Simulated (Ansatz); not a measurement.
# Lattice dynamics of V2CF2 monolayer, part 2 of 2

Wanted: phonon frequencies of V2CF2 monolayer and what follows from them.

Ansatz 0.2.0; DFT PBE, scalar-relativistic, plane waves, PAW.

So far. Step 4 (Relaxing to small forces for the phonons): The largest force component left is 0.0036 meV/Å, within the tolerances set.

### 5. Zone-centre response

The zone centre comes first: it holds the modes that light can see, as far as symmetry allows. No field response is asked, since the mesh shows no gap.

input.yaml reads:

```yaml
crystal:
  lattice:
    - [2.9855046023, 0.0, 0.0]
    - [-1.4927523011, 2.5855228287, 0.0]
    - [0.0, 0.0, 33.2]
  atoms:
    - { symbol: C, position: [0.0, 0.0, 0.3012048193] }
    - { symbol: V, position: [0.3333333333, 0.6666666667, 0.3319185893] }
    - { symbol: V, position: [0.6666666667, 0.3333333333, 0.2704910493] }
    - { symbol: F, position: [0.6666666667, 0.3333333333, 0.3705066808] }
    - { symbol: F, position: [0.3333333333, 0.6666666667, 0.2319029577] }
  periodic: [true, true, false]
kpoints:
  mp_grid: { grid: [18, 18, 1] }
hamiltonian:
  xc: pbe
scf:
  occupations: { method: methfessel_paxton, width: 0.15 }
output:
  eigenvalues: true
phonons:
  method: dfpt
```

On the command line:

```
ansatz run input.yaml --threads 8 --pin off --max-ram 14336MiB --backend cpu --events-out ev --progress --plain --runs-dir out
```

Numbers of over 12 decimals in the logs are rounded to 6 here.

What it wrote:

```text
Warning: crystal.symmetry: narrowed to the stabiliser of the run's FFT grids — unitary ops 12 → 6. A phonons.method: dfpt run fills in the rows of the dynamical matrix that it does not solve by its symmetry operations, which is exact only for operations that map its FFT grids onto themselves: filled in by any other, the frequencies could depend on the order in which like atoms are typed, or, by more than the grids' own error, on where the crystal sits among the grids' points. Excluded: 6 operations. The run can therefore solve more perturbations, solve them on more k-points, or both, and cost more. [rest of the remark cut]
[...]
Crystal: 5 atoms, lattice volume = 256.274 Å³
Basis set: ecut = 420 eV, 4851 PW (Γ), exchange–correlation on 40×40×450 points (8 copies of the dense FFT grid, shifted against one another)
Bands: 27, of which v1, the nominal top of the filled ones, is band 22 counted from 1 (21 counted from 0)
Symmetry: 12 space group operations
k-points: 91 of 324 (irreducible under 2 space group operations, time reversal used)
[...]
SCF iter   1: F=—  HF=-7695.300609 eV  |F-HF|=—  |Δ(HF+E_count)|=         —  Δρ=4.53e-3  dr2=3.42e-2  ethr=1.77e-3  ⟨swp⟩=11.9  Hψ=38313  notcnv=0
automatic band count: the SCF goes on with 32 bands, as 27 were too few: they end inside the smearing window of the response
[...]
SCF iter   2: F=—  HF=-7695.302208 eV  |F-HF|=—  |Δ(HF+E_count)|=   1.60e-3  S|Δr|=    0.00e0  Δρ=3.08e-3  dr2=2.60e-2  ethr=7.78e-5  ⟨swp⟩=3.9  Hψ=8110  notcnv=0  defer=208
[...]
SCF iter   9: F=-7695.295599 eV  HF=-7695.295599 eV  |F-HF|=4.50e-10  |Δ(HF+E_count)|=   4.15e-9  S|Δr|=    0.00e0  Δρ=8.01e-8  dr2=9.39e-12  ethr=1.00e-12  ⟨swp⟩=24.9  Hψ=23971  notcnv=0
SCF 1 converged in 9 iterations: F = -7695.295599 eV  dr2 = 9.39e-12
[...]
DFPT response loops at Γ: preconditioner auto → none (partly filled bands, converged f_vac=0.786); β = 0.50; Broyden in place of MSR1
SCF converged after 9 iterations
[...]
Free energy (F): -7695.295599 eV
[...]
Internal energy: -7695.294877 eV  (E = F + TS)
E sigma→0 (E₀):  -7695.295418 eV
Entropy (-TS):   -0.000722 eV (-0.144 meV/atom)
Fermi energy:    -5.331581 eV
[...]
--- Band table (eV; the first three rows and the last of 91) ---
  k-point 0: bands = [... 18 lower, -9.0225, -9.0225, -6.6432, -6.6432, -5.7881, -4.7748, -4.7748, -4.5208, ... 6 higher]
  k-point 1: bands = [... 18 lower, -9.1362, -9.0577, -6.6711, -6.5864, -5.7783, -4.7997, -4.7661, -4.5264, ... 6 higher]
  k-point 2: bands = [... 18 lower, -9.4204, -9.1461, -6.7741, -6.4285, -5.7331, -4.8467, -4.7384, -4.5319, ... 6 higher]
  k-point 90: bands = [... 18 lower, -10.1910, -9.4483, -6.5711, -6.0880, -4.7350, -4.5371, -4.2824, -4.0020, ... 6 higher]
  ° read free of the cell's end (the report's vacuum.weakly_bound_levels)
--- Phonons (Γ-DFPT): 10 representative perturbations + reference, on 91 of 324 k-points (Σ response iterations 52) ---
  ASR residual: 1.155e-4 → 0.000e0 eV/Å²; symmetrization residual: 1.028e-5 eV/Å²
  The last average, over the group as it would stand without the narrowing to the FFT grids, took up to 1.199e-6 eV/Å² of the zone centre's force constants
  ASR residual per site (eV/Å²): 5.57e-5 3.25e-5 3.13e-5 1.15e-4 1.14e-4
  Γ frequencies (cm⁻¹): 0.00 0.00 0.00 197.52 197.52 220.01 220.01 273.57 273.57 291.64 453.42 525.14 633.97 758.22 758.22
  non-analytic LO–TO correction: not included (Born effective charges unavailable; polar crystals: no LO–TO splitting at Γ)
```

The job ended after 1.8 min (8 threads of Arm Neoverse V2, shared host; peak memory 2.5 GiB).

This step gave:

```
sum-rule residual before enforcement                    : 1.15e-4 eV/Å²
point group                                             : -3m
highest optical mode at the zone centre (no LO-TO term) : 758.2 cm⁻¹
lowest optical zone-centre mode                         : 197.5 cm⁻¹
```

Patterns of degenerate modes are one choice out of their space. Modes at Γ, with each element's share of the kinetic energy:

```tsv
mode	frequency (cm⁻¹)	symmetry	C %	V %	F %
1	0.0	acoustic	8	67	25
2	0.0	acoustic	8	67	25
3	0.0	acoustic	8	67	25
4	197.5	Eg	0	11	89
5	197.5	Eg	0	11	89
6	220.0	Eu	1	24	75
7	220.0	Eu	1	24	75
8	273.6	Eg	0	89	11
9	273.6	Eg	0	89	11
10	291.6	A1g	0	41	59
11	453.4	A2u	0	26	74
12	525.1	A1g	0	59	41
13	634.0	A2u	92	7	1
14	758.2	Eu	91	9	0
15	758.2	Eu	91	9	0
```

Displacements in mode 5 (197.5 cm⁻¹), the largest set to 1:
```
C1   0.00  0.00  0.00
V2  -0.03  0.21  0.00
V3   0.03 -0.21  0.00
F4  -0.12  1.00  0.00
F5   0.12 -1.00  0.00
```

Displacements in mode 6 (220.0 cm⁻¹), the largest set to 1:
```
C1   0.00 -0.24  0.00
V2   0.00 -0.34  0.00
V3   0.00 -0.34  0.00
F4  -0.01  1.00  0.00
F5  -0.01  1.00  0.00
```

Before it was imposed, the acoustic sum rule was missed by 1.2e-4 eV/Å². Small misses are needed for a sound result but don't prove that mesh and cutoff are converged. The lowest optical mode is real, 198 cm⁻¹.

### 6. Phonons on a q mesh

Stability and thermal properties need the whole zone. Linear response on a 4×4×1 q mesh gives force constants as far as a supercell of that size would.

input.yaml: that of step 5 with these lines changed.

```diff
@@ -13,3 +13,3 @@
 kpoints:
-  mp_grid: { grid: [18, 18, 1] }
+  mp_grid: { grid: [20, 20, 1] }
 hamiltonian:
@@ -22 +22,10 @@
   method: dfpt
+  qmesh: [4, 4, 1]
+  temperatures: { t_max: 1000, t_step: 50 }
+  qpath:
+    path:
+      - [0.0, 0.0, 0.0]
+      - [0.5, 0.0, 0.0]
+      - [0.33333333, 0.33333333, 0.0]
+      - [0.0, 0.0, 0.0]
+    npoints: 10
```

What it wrote:

```text
[...]
Crystal: 5 atoms, lattice volume = 256.274 Å³
Basis set: ecut = 420 eV, 4851 PW (Γ), exchange–correlation on 40×40×450 points (8 copies of the dense FFT grid, shifted against one another)
Bands: 27, of which v1, the nominal top of the filled ones, is band 22 counted from 1 (21 counted from 0)
Symmetry: 12 space group operations
k-points: 44 of 400 (irreducible under 6 space group operations, time reversal used)
[...]
SCF iter   1: F=—  HF=-7695.301992 eV  |F-HF|=—  |Δ(HF+E_count)|=         —  Δρ=4.55e-3  dr2=3.45e-2  ethr=1.77e-3  ⟨swp⟩=12.0  Hψ=18426  notcnv=0
[...]
SCF iter  10: F=-7695.296681 eV  HF=-7695.296681 eV  |F-HF|=7.28e-11  |Δ(HF+E_count)|=  9.13e-10  S|Δr|=    0.00e0  Δρ=3.44e-8  dr2=1.87e-12  ethr=1.00e-12  ⟨swp⟩=24.1  Hψ=10938  notcnv=0
SCF 1 converged in 10 iterations: F = -7695.296681 eV  dr2 = 1.87e-12
[...]
phonons: the bands overlap, so this run is a metal and interpolates without the dipole-dipole term. If the crystal is really an insulator or semiconductor, its LO-TO splitting is missing
NSCF: frozen V_eff on 44 k-points
WARN: eigensolver did not converge (k=10): 1 band(s) unlocked after 3 eigensolves, warm-restarted (20 sweeps on the last) at ethr=1.39e-12 eV (storage-precision floor; scheduled 1.00e-12 eV) (lowest unlocked band 31, counted from 0; max residual 3.00e-5 eV among the unlocked bands, 3.00e-5 eV over every band; other slots of this pass that fall short are told together in one closing line; warning suppressed until the next SCF loop or pass starts)
[...]
DFPT response loops at q = (0, 0, 0) (fractional): preconditioner auto → none (partly filled bands, converged f_vac=0.786); β = 0.50; Broyden in place of MSR1
[...]
SCF converged after 10 iterations
[...]
Free energy (F): -7695.296681 eV
[...]
Internal energy: -7695.298042 eV  (E = F + TS)
E sigma→0 (E₀):  -7695.297021 eV
Entropy (-TS):   0.001362 eV (0.272 meV/atom)
Fermi energy:    -5.338035 eV
[...]
--- Band table (eV; the first three rows and the last of 44) ---
  k-point 0: bands = [... 18 lower, -9.0228, -9.0228, -6.6441, -6.6441, -5.7885, -4.7758, -4.7758, -4.5217, ... 6 higher]
  k-point 1: bands = [... 18 lower, -9.1158, -9.0516, -6.6663, -6.5978, -5.7808, -4.7964, -4.7688, -4.5264, ... 6 higher]
  k-point 2: bands = [... 18 lower, -9.3561, -9.1263, -6.7471, -6.4677, -5.7465, -4.8391, -4.7466, -4.5327, ... 6 higher]
  k-point 43: bands = [... 18 lower, -10.4741, -9.3840, -6.0747, -5.6824, -5.4690, -4.4182, -4.3471, -4.0365, ... 6 higher]
  ° read free of the cell's end (the report's vacuum.weakly_bound_levels)
--- Phonons (Γ-DFPT): 10 representative perturbations + reference (Σ response iterations 47) ---
  ASR residual: 5.300e-5 → 0.000e0 eV/Å²; symmetrization residual: 5.186e-6 eV/Å²
[...]
ASR residual per site (eV/Å²): 5.30e-5 3.82e-5 3.50e-5 1.05e-5 1.84e-5
[...]
--- Phonons (arbitrary-q DFPT): 4 irreducible q on the 4×4×1 mesh ---
  q = [0.0000, 0.0000, 0.0000] (star 1, of the zone-centre solve; hermiticity 3.97e-7, symmetrization 5.23e-11, taken by the last average 1.43e-7): -0.00 0.00 0.00 197.70 197.70 219.94 219.94 272.03 272.03 292.24 453.87 524.83 634.15 758.47 758.47
  q = [0.0000, 0.2500, 0.0000] (star 6, 15 solved perturbations on 210 of 400 k-point pairs; hermiticity 3.23e-7, symmetrization 4.53e-8, taken by the last average 1.68e-7): 97.61 103.60 167.35 203.47 215.93 226.67 238.32 255.66 263.66 326.47 417.98 425.68 637.74 762.13 762.61
[...]
q = [0.2500, 0.2500, 0.0000] (star 6, 10 solved perturbations in 3050 linear systems a pass and spin channel, the states on 400 of 400 k-point pairs; hermiticity 2.29e-7, symmetrization 5.73e-11, taken by the last average 1.83e-7): 80.59 140.05 204.43 226.76 235.34 241.76 244.27 261.33 271.15 335.84 374.40 383.57 649.92 753.42 770.11
  sum rule: each row above includes the acoustic sum rule's correction from the zone centre's row sums; it moved no ω² by more than (1.10 cm⁻¹)²
  mesh force constants: q→R imaginary residual 5.22e-18; ASR residual 5.300e-5 → 0.000e0 eV/Å²; symmetrization residual 1.421e-14 eV/Å²
  interpolated dispersion: 31 rows × 15 modes
  density of states and harmonic sums: on the 24×24×1 q-mesh, interpolated from the force constants of a 4×4×1 supercell (no non-analytic term)
  largest difference from the sums on the solved wave vectors: F 4.69e-2 eV, S 6.26e-5 and C_V 1.57e-5 eV/K
  zero-point energy: 0.318564 eV/cell   skipped modes (ω ≤ 0): 3   left out of the sums: 3.47e-4 of the cell's modes: C_V's classical limit lies that fraction below 3 k_B per atom; for a crystal, a wire or a layer, F and S can be off by more, and a phonons.interpolated_qmesh denser along its periods is the remedy for the sampling
```

The job ended after 14 min (8 threads; peak memory 6 GiB; 1.8 h of CPU time).

Numbers from this step:

```
sum-rule residual before enforcement                       : 5.30e-5 eV/Å²
lowest frequency on the path                               : 0 cm⁻¹
highest frequency on the path or at a solved wavevector    : 770.4 cm⁻¹
mean frequency                                             : 342.7 cm⁻¹
highest optical mode at the zone centre (no LO-TO term)    : 758.5 cm⁻¹
lowest optical zone-centre mode                            : 197.7 cm⁻¹
lowest mode on the q mesh (acoustic modes at Γ apart)      : 80.59 cm⁻¹
zero-point energy per atom                                 : 63.71 meV
heat capacity at 300 K                                     : 19.55 J/(mol atoms K)
vibrational entropy at 300 K                               : 20.35 J/(mol atoms K)
edges of the widest gap between branches, on path and mesh : 524.8, 633.5 cm⁻¹
```

Frequencies (cm⁻¹) solved at each irreducible wavevector; negative means imaginary. Frequencies by wavevector, by row:

```tsv
q in reciprocal lattice units	star	mode 1	mode 2	mode 3	mode 4	mode 13	mode 14	mode 15
0 0 0	1	0	0	0	197.7	634.1	758.5	758.5
0 0.25 0	6	97.6	103.6	167.3	203.5	637.7	762.1	762.6
0 -0.5 0	3	108	147.8	212.2	223.2	649.9	754.6	763.5
0.25 0.25 0	6	80.6	140.1	204.4	226.8	649.9	753.4	770.1
```

Interpolated from a 4×4×1 q mesh. Phonon branches along the path, in cm⁻¹:

```tsv
point	branch 1	branch 2	branch 3	branch 4	branch 12	branch 13	branch 14	branch 15
Γ	0	0	0	198	525	634	758	758
halfway	98	104	167	204	426	638	762	763
M	108	148	212	223	415	650	755	764
halfway	118	124	204	223	397	652	756	766
K	137	143	143	239	366	654	762	762
halfway	90	108	192	213	411	640	758	767
Γ	0	0	0	198	525	634	758	758
```

The phonon density of states has structure finer than the step of the table below, so its rows give means over 25 cm⁻¹, whole bins alone (the curve runs from 5 to 775 cm⁻¹). Peaks (cm⁻¹: height): 135.0: 0.0377, 225.0: 0.115, 265.0: 0.0959, 335.0: 0.0302, 405.0: 0.0294, 645.0: 0.0464, 765.0: 0.116.

Tetrahedra on a 24×24×1 mesh, mean over bins of 10 cm-1. Interpolated from a 4×4×1 q mesh. The phonon density of states by wavenumber; means over each step:

```tsv
wavenumber (cm⁻¹)	phonon density of states (1/cm⁻¹/cell)
25	0.00310
50	0.00542
75	0.0110
100	0.0245
125	0.0298
150	0.0141
175	0.00652
200	0.0402
225	0.0951
250	0.0799
275	0.0486
300	0.0101
325	0.0245
350	0.0138
375	0.0216
400	0.0240
425	0.0161
450	0.00614
475	0.00223
500	0.00183
525	7.7e-4
550	0
575	0
600	0
625	0.00967
650	0.0291
675	0.00121
700	0
725	0
750	0.0454
```

The partial phonon density of states has structure finer than the step of the table below, so its rows give means over 50 cm⁻¹, whole bins alone (the curve runs from -10 to 804 cm⁻¹). Peaks (cm⁻¹: height): C 644.9: 0.0371, 762.6: 0.0905; F 225.3: 0.0708, 363.5: 0.0194; V 138.4: 0.0234, 215.1: 0.0363, 266.3: 0.0396, 332.8: 0.0231, 409.5: 0.0126, 650.0: 0.00494, 762.6: 0.0102.

Phonopy on the run's constants, 21x21x1 mesh, Gaussian sigma 5.8 cm-1. Interpolated from a 4×4×1 q mesh. Partial phonon density of states against wavenumber; means over each step; values in 1/cm⁻¹/cell:

```tsv
wavenumber (cm⁻¹)	C	F	V
50	4.7e-4	0.00153	0.00369
100	0.00240	0.00486	0.0157
150	0.00161	0.00277	0.0116
200	6.0e-4	0.0258	0.0189
250	9.1e-4	0.0489	0.0322
300	1.2e-4	0.00696	0.00996
350	7.9e-5	0.00970	0.00970
400	1.6e-4	0.0142	0.00800
450	2.0e-5	0.00395	0.00241
500	3.8e-6	7.4e-4	9.7e-4
550	0	3.5e-5	4.9e-5
600	3.1e-4	5.8e-6	2.6e-5
650	0.0173	2.1e-4	0.00213
700	6.6e-7	0	1.2e-7
750	0.0343	1.0e-4	0.00375
```

Harmonic thermodynamic functions per atom, from the density of states. Interpolated from a 4×4×1 q mesh. Thermodynamic functions, by row:

```tsv
T (K)	F_vib (meV/atom)	S (J/mol-atom/K)	C_V (J/mol-atom/K)
0	63.71	0	0
100	62.13	4.618	8.407
200	52.89	13.12	15.97
300	35.42	20.35	19.55
400	11.16	26.27	21.46
500	-18.68	31.18	22.54
600	-53.22	35.35	23.2
700	-91.77	38.96	23.63
800	-133.8	42.14	23.91
900	-179	44.97	24.12
1000	-226.9	47.52	24.27
```

Symmetry leaves 4 wavevectors to solve. The lowest mode among them, the acoustic zeros apart, lies at q = (0.25, 0.25, 0) and is real, 80.6 cm⁻¹.

### 7. Another isotope

An isotope changes the mass and not the force constants, so no new electronic calculation is needed; the shifts show which modes move this element.

The same force constants with the mass of C changed from 12.011 to 13.003 u (phonopy, no LO-TO term). Both lists are sorted by frequency; levels can cross, so a row need not hold one and the same mode. Modes under 3 cm⁻¹ are left out. Isotope shifts, by row, the first 40 of 57 rows:

```tsv
q	rank	natural mass (cm⁻¹)	changed mass (cm⁻¹)
0 0 0	4	197.7	197.7
0 0 0	5	197.7	197.7
0 0 0	6	219.9	219.8
0 0 0	7	219.9	219.8
0 0 0	8	272	272
0 0 0	9	272	272
0 0 0	10	292.2	292.2
0 0 0	11	453.9	453.8
0 0 0	12	524.8	524.8
0 0 0	13	634.1	611.5
0 0 0	14	758.5	731.7
0 0 0	15	758.5	731.7
0 0.25 0	1	97.61	97.24
0 0.25 0	2	103.6	103.2
0 0.25 0	3	167.3	166.8
0 0.25 0	4	203.5	203.5
0 0.25 0	5	215.9	215.9
0 0.25 0	6	226.7	226.6
0 0.25 0	7	238.3	238.2
0 0.25 0	8	255.7	255.5
0 0.25 0	9	263.7	263.5
0 0.25 0	10	326.5	326.4
0 0.25 0	11	418	417.8
0 0.25 0	12	425.7	425.6
0 0.25 0	13	637.7	615.7
0 0.25 0	14	762.1	735.5
0 0.25 0	15	762.6	736.1
0 -0.5 0	1	108	107.4
0 -0.5 0	2	147.8	147.1
0 -0.5 0	3	212.2	212.2
0 -0.5 0	4	223.2	223.1
0 -0.5 0	5	230.6	230.6
0 -0.5 0	6	252.9	252.9
0 -0.5 0	7	259.9	259.4
0 -0.5 0	8	262.4	262.4
0 -0.5 0	9	274	273.9
0 -0.5 0	10	303.9	303.9
0 -0.5 0	11	355.6	355.5
0 -0.5 0	12	415.1	415.1
0 -0.5 0	13	649.9	627.8
```

A mode of this element alone would shift by -3.89 %. The highest zone-centre frequency without the field goes from 758.5 to 731.7 cm⁻¹ (-3.5 %). The product of the frequency ratios over all optical modes at Γ is 0.896; the product rule, (m/m′)^(3k/2) (M′/M)^(3/2) with k = 1 such atoms and M the mass of the cell, gives 0.896.

### 8. Summary of results

```json
{
  "space group after relaxation (within 0.01 Å)": "P-3m1",
  "area per atom": "1.54 Å²",
  "electronic character": "no gap on this mesh",
  "highest optical mode at the zone centre (no LO-TO term)": "758 cm⁻¹",
  "lowest optical zone-centre mode": "198 cm⁻¹",
  "lowest mode on the q mesh (acoustic modes at Γ apart)": "80.6 cm⁻¹",
  "highest frequency on the path or at a solved wavevector": "770 cm⁻¹",
  "zero-point energy per atom": "63.7 meV",
  "heat capacity at 300 K": "19.6 J/(mol atoms K)",
  "vibrational entropy at 300 K": "20.4 J/(mol atoms K)",
  "imaginary modes on the 4×4×1 q mesh": "none"
}
```

**Reading.** The structure is a minimum as far as tested: no mode is imaginary at the 4 irreducible wavevectors of the 4×4×1 mesh, and the softest away from the acoustic zeros lies at 81 cm⁻¹. The optical modes at Γ span 198 to 758 cm⁻¹. The highest mode in this list at Γ, 758.2 cm⁻¹, is mostly motion of C (91 % of the kinetic energy). On the path and the mesh, the widest gap between branches runs from 525 to 634 cm⁻¹. With no gap, or one that is small against the smearing, the frequencies hang on the k mesh and the smearing, most of all near Kohn anomalies. The phonon runs are without spin polarisation, although V often carries a moment. In a sheet or slab the interpolated bending branch near Γ is rough, since the rotational sum rule isn't imposed. A phonon run warned that its eigensolver left some bands unconverged in a pass. The starting cell was built on a prototype and not taken from a measurement. These are harmonic frequencies at zero temperature: anharmonic shifts, linewidths and thermal expansion are left out.

[Logs are printed without paths, hosts, clocks, repeated set-up lines and the standing remarks that a program may print on its own settings, such as how far it seeks lower states.]

[Hosts, paths, dates, database ids (printed as entryN), source tags and the programs' standing remarks are cut or masked in the printed files.]
